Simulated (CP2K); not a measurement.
Two runs for the F K edge of fluorocarbonylacetaldehyde. Run A: CP2K XAS_TDP, all-electron GAPW, PBEh(45%), aug-cc-pVDZ, TDA, no relativity. Run B differs in one setting.

First lines with a strength over 0.0015. A:

| atom | energy (eV) | states | strength, one atom |
| --- | --- | --- | --- |
| F6 (bonded to C) | 682.19 | 1 | 0.0112 |
|  | 683.85 | 1 | 0.0055 |
|  | 684.20 | 1 | 0.0191 |
|  | 685.11 | 1 | 0.0123 |
|  | 686.10 | 1 | 0.0023 |

B:

| atom | energy (eV) | states | strength, one atom |
| --- | --- | --- | --- |
| F6 (bonded to C) | 688.24 | 1 | 0.0111 |
|  | 689.90 | 1 | 0.0054 |
|  | 690.25 | 1 | 0.0190 |
|  | 691.16 | 1 | 0.0122 |
|  | 692.15 | 1 | 0.0023 |

Q: Which was it: GW2X switched on, the basis, the functional, scalar relativity switched on?

GW2X switched on. GW2X shifts an atom's lines together and keeps their spacings. Against PBEh(45%) in aug-cc-pVDZ, the leading line moves by +6.05 eV, to 688.24 eV.

[Hosts, paths, dates, database ids (printed as entryN), source tags and the programs' standing remarks are cut or masked in the printed files.]
